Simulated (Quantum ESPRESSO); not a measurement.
# Magnetic state of La2InNi2 from several starts, part 2 of 2

A self-consistent run ends on one state, which hangs on the start. Several orders of La2InNi2 are started in Quantum ESPRESSO and their energies compared.

Quantum ESPRESSO 7.5; LDA; plane waves with GBRV 1.5 LDA potentials, no spin-orbit coupling.

So far: The structure; Run 1 (ferro ++++).

**3. Run 2, typed as antiferro ++−−**

pw.in reads:

```
&CONTROL
  calculation = 'scf'
  prefix = 'pwscf'
  outdir = './tmp'
  pseudo_dir = './pseudo'
  disk_io = 'nowf'
/
&SYSTEM
  ibrav = 0
  nat = 10
  ntyp = 4
  ecutwfc = 40
  ecutrho = 280
  nbnd = 88
  occupations = 'smearing'
  smearing = 'fd'
  degauss = 0.00734986
  nspin = 2
  starting_magnetization(1) = 0
  starting_magnetization(2) = 0
  starting_magnetization(3) = 0.0556
  starting_magnetization(4) = -0.0556
/
&ELECTRONS
  conv_thr = 2d-08
  electron_maxstep = 150
  mixing_beta = 0.3
/
ATOMIC_SPECIES
La    138.9055 la_lda_v1.uspp.F.UPF
In    114.8180 in_lda_v1.4.uspp.F.UPF
Ni1    58.6934 ni_lda_v1.4.uspp.F.UPF
Ni2    58.6934 ni_lda_v1.4.uspp.F.UPF
CELL_PARAMETERS angstrom
   7.5861971600    0.0000000000    0.0000000000
   0.0000000000    7.5861971600    0.0000000000
   0.0000000000    0.0000000000    3.8511463700
ATOMIC_POSITIONS crystal
La      0.1754168200    0.6754168200    0.5000000000
La      0.8245831800    0.3245831800    0.5000000000
La      0.3245831800    0.1754168200    0.5000000000
La      0.6754168200    0.8245831800    0.5000000000
In      0.5000000000    0.5000000000    0.0000000000
In      0.0000000000    0.0000000000    0.0000000000
Ni1     0.6199806900    0.1199806900    0.0000000000
Ni1     0.3800193100    0.8800193100    0.0000000000
Ni2     0.8800193100    0.6199806900    0.0000000000
Ni2     0.1199806900    0.3800193100    0.0000000000
K_POINTS automatic
4 4 8 0 0 0
```

The run is started by

```sh
$ OMP_NUM_THREADS=1 mpirun -n 4 pw.x -nk 4 -in pw.in > pw.out
```

Log:

```text
[banner, memory and clock lines left out]
Program PWSCF v.7.5 starts

     Message from routine setup:
     using ibrav=0 with symmetry is DISCOURAGED, use correct ibrav instead

     bravais-lattice index     =            0
     lattice parameter (alat)  =      14.3358  a.u.
     unit-cell volume          =    1495.6669 (a.u.)^3
     number of atoms/cell      =           10
     number of atomic types    =            4
     number of electrons       =       142.00
     number of Kohn-Sham states=           88
     kinetic-energy cutoff     =      40.0000  Ry
     charge density cutoff     =     280.0000  Ry
     scf convergence threshold =      2.0E-08
     mixing beta               =       0.3000
     number of iterations used =            8  plain     mixing
     Exchange-correlation=  SLA  PZ   NOGX NOGC
                           (   1   1   0   0   0   0   0)

     celldm(1)=  14.335835  celldm(2)=   0.000000  celldm(3)=   0.000000
     celldm(4)=   0.000000  celldm(5)=   0.000000  celldm(6)=   0.000000

     crystal axes: (cart. coord. in units of alat)
               a(1) = (   1.000000   0.000000   0.000000 )
               a(2) = (   0.000000   1.000000   0.000000 )
               a(3) = (   0.000000   0.000000   0.507652 )

     reciprocal axes: (cart. coord. in units 2 pi/alat)
               b(1) = (  1.000000  0.000000  0.000000 )
               b(2) = (  0.000000  1.000000  0.000000 )
               b(3) = (  0.000000  0.000000  1.969854 )

     PseudoPot. # 1 for La read from file:
     la_lda_v1.uspp.F.UPF
     Pseudo is Ultrasoft + core correction, Zval = 11.0

     PseudoPot. # 2 for In read from file:
     in_lda_v1.4.uspp.F.UPF
     Pseudo is Ultrasoft + core correction, Zval = 13.0

     PseudoPot. # 3 for Ni read from file:
     ni_lda_v1.4.uspp.F.UPF
     Pseudo is Ultrasoft + core correction, Zval = 18.0

     PseudoPot. # 4 for Ni read from file:
     ni_lda_v1.4.uspp.F.UPF
     Pseudo is Ultrasoft + core correction, Zval = 18.0

     atomic species   valence    mass     pseudopotential
     La               11.00   138.90550     La( 1.00)
     In               13.00   114.81800     In( 1.00)
     Ni1              18.00    58.69340     Ni( 1.00)
     Ni2              18.00    58.69340     Ni( 1.00)

     Starting magnetic structure
     atomic species   magnetization
     La              0.000
     In              0.000
     Ni1             0.056
     Ni2            -0.056

      8 Sym. Ops., with inversion, found ( 4 have fractional translation)

   Cartesian axes

     site n.     atom                  positions (alat units)
         1        La     tau(   1) = (   0.1754168   0.6754168   0.2538259  )
         2        La     tau(   2) = (   0.8245832   0.3245832   0.2538259  )
         3        La     tau(   3) = (   0.3245832   0.1754168   0.2538259  )
         4        La     tau(   4) = (   0.6754168   0.8245832   0.2538259  )
         5        In     tau(   5) = (   0.5000000   0.5000000   0.0000000  )
         6        In     tau(   6) = (   0.0000000   0.0000000   0.0000000  )
         7        Ni1    tau(   7) = (   0.6199807   0.1199807   0.0000000  )
         8        Ni1    tau(   8) = (   0.3800193   0.8800193   0.0000000  )
         9        Ni2    tau(   9) = (   0.8800193   0.6199807   0.0000000  )
        10        Ni2    tau(  10) = (   0.1199807   0.3800193   0.0000000  )

     number of k points=    35  Fermi-Dirac smearing, width (Ry)=  0.0073
                       cart. coord. in units 2pi/alat
        k(    1) = (   0.0000000   0.0000000   0.0000000), wk =   0.0078125
        k(    2) = (   0.0000000   0.0000000   0.2462318), wk =   0.0156250
        k(    3) = (   0.0000000   0.0000000   0.4924636), wk =   0.0156250
        k(    4) = (   0.0000000   0.0000000   0.7386954), wk =   0.0156250
        k(    5) = (   0.0000000   0.0000000  -0.9849271), wk =   0.0078125
        [... 30 further k-points ...]

     Dense  grid:   118415 G-vectors     FFT dimensions: (  80,  80,  40)

     Smooth grid:    51085 G-vectors     FFT dimensions: (  60,  60,  30)

     Check: negative core charge=   -0.000005
     Generating pointlists ...
     new r_m :   0.1588 (alat units)  2.2761 (a.u.) for type    1
     new r_m :   0.1644 (alat units)  2.3566 (a.u.) for type    2
     new r_m :   0.1400 (alat units)  2.0068 (a.u.) for type    3
     new r_m :   0.1400 (alat units)  2.0068 (a.u.) for type    4

     Initial potential from superposition of free atoms

     starting charge     130.8854, renormalised to     142.0000

     negative rho (up, down):  1.815E-01 1.815E-01
     Starting wfcs are  150 randomized atomic wfcs

     Self-consistent Calculation

     iteration #  1     ecut=    40.00 Ry     beta= 0.30
     Davidson diagonalization with overlap
     ethr =  1.00E-02,  avg # of iterations =  2.4

     total energy              =   -1956.76973947 Ry
     estimated scf accuracy    <     258.62083012 Ry

     total magnetization       =     0.00 Bohr mag/cell
     absolute magnetization    =     0.22 Bohr mag/cell

     iteration #  2     ecut=    40.00 Ry     beta= 0.30
     Davidson diagonalization with overlap
     ethr =  1.00E-02,  avg # of iterations =  6.0

     negative rho (up, down):  2.581E-04 2.710E-04

     total energy              =   -2050.84831943 Ry
     estimated scf accuracy    <     124.67435435 Ry

     total magnetization       =     0.00 Bohr mag/cell
     absolute magnetization    =     0.27 Bohr mag/cell

     [... further iterations left out ...]

     iteration # 22     ecut=    40.00 Ry     beta= 0.30
     Davidson diagonalization with overlap
     ethr =  5.95E-11,  avg # of iterations =  1.5

     negative rho (up, down):  1.168E-01 1.168E-01

     total energy              =   -2048.18363651 Ry
     estimated scf accuracy    <       0.00000003 Ry

     total magnetization       =    -0.00 Bohr mag/cell
     absolute magnetization    =     0.00 Bohr mag/cell

     iteration # 23     ecut=    40.00 Ry     beta= 0.30
     Davidson diagonalization with overlap
     ethr =  2.07E-11,  avg # of iterations =  3.7

     negative rho (up, down):  1.168E-01 1.168E-01

     Magnetic moment per site  (integrated on atomic sphere of radius R)
     atom   1 (R=0.159)  charge=  7.9154  magn=  0.0000
     atom   2 (R=0.159)  charge=  7.9154  magn=  0.0000
     atom   3 (R=0.159)  charge=  7.9154  magn= -0.0000
     atom   4 (R=0.159)  charge=  7.9154  magn= -0.0000
     atom   5 (R=0.164)  charge= 11.4380  magn= -0.0000
     atom   6 (R=0.164)  charge= 11.4380  magn= -0.0000
     atom   7 (R=0.140)  charge= 16.8674  magn=  0.0000
     atom   8 (R=0.140)  charge= 16.8674  magn=  0.0000
     atom   9 (R=0.140)  charge= 16.8674  magn= -0.0000
     atom  10 (R=0.140)  charge= 16.8674  magn= -0.0000

     End of self-consistent calculation

     [... lines left out ...]
     the Fermi energy is    13.1387 ev

!    total energy              =   -2048.18363651 Ry
     estimated scf accuracy    <          3.1E-09 Ry
     smearing contrib. (-TS)   =      -0.01717074 Ry
     internal energy E=F+TS    =   -2048.16646577 Ry

     The total energy is F=E-TS. E is the sum of the following terms:
     one-electron contribution =   -1244.03487647 Ry
     hartree contribution      =     704.82353326 Ry
     xc contribution           =    -410.53815790 Ry
     ewald contribution        =   -1098.41696467 Ry

     total magnetization       =    -0.00 Bohr mag/cell
     absolute magnetization    =     0.00 Bohr mag/cell

     convergence has been achieved in  23 iterations
```

It took 5.9 min on 4 MPI ranks of AMD EPYC 9R14 (Zen 4), shared host; peak memory 2.2 GiB.

The spin moment in the atom's sphere vanishes on all atoms.

Numbers from this step:

| Property | Result |
| --- | --- |
| smearing term TS | 0.2336 eV |
| magnetization | 0 μB |
| absolute magnetization | 0 μB |
| final state | non-magnetic |

**4. Run 3, typed as antiferro +−+−**

pw.in, as its differences from that of step 3:

```diff
@@ -45,4 +45,4 @@
 Ni1     0.6199806900    0.1199806900    0.0000000000
-Ni1     0.3800193100    0.8800193100    0.0000000000
-Ni2     0.8800193100    0.6199806900    0.0000000000
+Ni2     0.3800193100    0.8800193100    0.0000000000
+Ni1     0.8800193100    0.6199806900    0.0000000000
 Ni2     0.1199806900    0.3800193100    0.0000000000
```

Log:

```text
     [... lines left out ...]
Program PWSCF v.7.5 starts
     [... lines left out ...]
     number of atoms/cell      =           10
     [... lines left out ...]
     number of electrons       =       142.00
     number of Kohn-Sham states=           88
     kinetic-energy cutoff     =      40.0000  Ry
     charge density cutoff     =     280.0000  Ry
     scf convergence threshold =      2.0E-08
     [... lines left out ...]
      4 Sym. Ops. (no inversion) found ( 2 have fractional translation)
     [... lines left out ...]
     number of k points=    45  Fermi-Dirac smearing, width (Ry)=  0.0073
     [... lines left out ...]
     iteration # 24     ecut=    40.00 Ry     beta= 0.30
     [... lines left out ...]
     Magnetic moment per site  (integrated on atomic sphere of radius R)
     atom   1 (R=0.159)  charge=  7.9153  magn=  0.0000
     atom   2 (R=0.159)  charge=  7.9153  magn= -0.0000
     atom   3 (R=0.159)  charge=  7.9153  magn=  0.0000
     atom   4 (R=0.159)  charge=  7.9153  magn= -0.0000
     atom   5 (R=0.164)  charge= 11.4380  magn=  0.0000
     atom   6 (R=0.164)  charge= 11.4380  magn=  0.0000
     atom   7 (R=0.140)  charge= 16.8674  magn=  0.0000
     atom   8 (R=0.140)  charge= 16.8674  magn= -0.0000
     atom   9 (R=0.140)  charge= 16.8674  magn=  0.0000
     atom  10 (R=0.140)  charge= 16.8674  magn= -0.0000
     [... lines left out ...]
     the Fermi energy is    13.1387 ev
!    total energy              =   -2048.18363651 Ry
     estimated scf accuracy    <          6.8E-09 Ry
     smearing contrib. (-TS)   =      -0.01717024 Ry
     [... lines left out ...]
     total magnetization       =     0.00 Bohr mag/cell
     absolute magnetization    =     0.00 Bohr mag/cell
     convergence has been achieved in  24 iterations
```

Run time: 8.1 min. Hardware: 4 MPI ranks; peak memory 2.4 GiB.

The spin moment in the atom's sphere vanishes on all atoms.

Read from the output:

```yaml
smearing_term_ts: 0.2336 eV
magnetization: 0 μB
absolute_magnetization: 0 μB
final_state: non-magnetic
```

**5. Energies of the orders**

An order is kept where moments of 0.15 μB or more survive with the typed signs; meshes match where a doubled cell samples the same k points as the first cell.

Orders:

| start | final state | typed order kept | energy over the lowest (meV a seeded atom) | largest site moment (μB) | net moment (μB a cell of the first run) | mesh matched | CPU time (s) |
| --- | --- | --- | --- | --- | --- | --- | --- |
| ferro ++++ | non-magnetic | no | 0 | 0 | 0 | yes | 1133 |
| antiferro ++-- | non-magnetic | no | 0 | 0 | 0 | yes | 1420 |
| antiferro +-+- | non-magnetic | no | 0 | 0 | 0 | yes | 1953 |

**6. Summary of results**

```json
{"lowest state found": "non-magnetic (from ferro ++++, antiferro ++-- and antiferro +-+-)", "largest site moment": "0 μB"}
```

The lowest state carries no moment, and no start kept one. Only these 3 starts were compared; other wavevectors, canted and longer-period orders were not. Energies are free energies at an electronic temperature of 1160 K, which lowers moments and differences where the moments are itinerant.

[Logs and program files are shortened in this print: banners, set-up blocks, solver, clock and traceback lines can be left out without a mark of their own.]

[Logs are printed without paths, hosts, clocks, repeated set-up lines and the standing remarks that a program may print on its own settings, such as how far it seeks lower states.]

[Hosts, paths, dates, database ids (printed as entryN), source tags and the programs' standing remarks are cut or masked in the printed files.]

[Where a cell is said to come from a database of computed structures, the database is the Materials Project.]
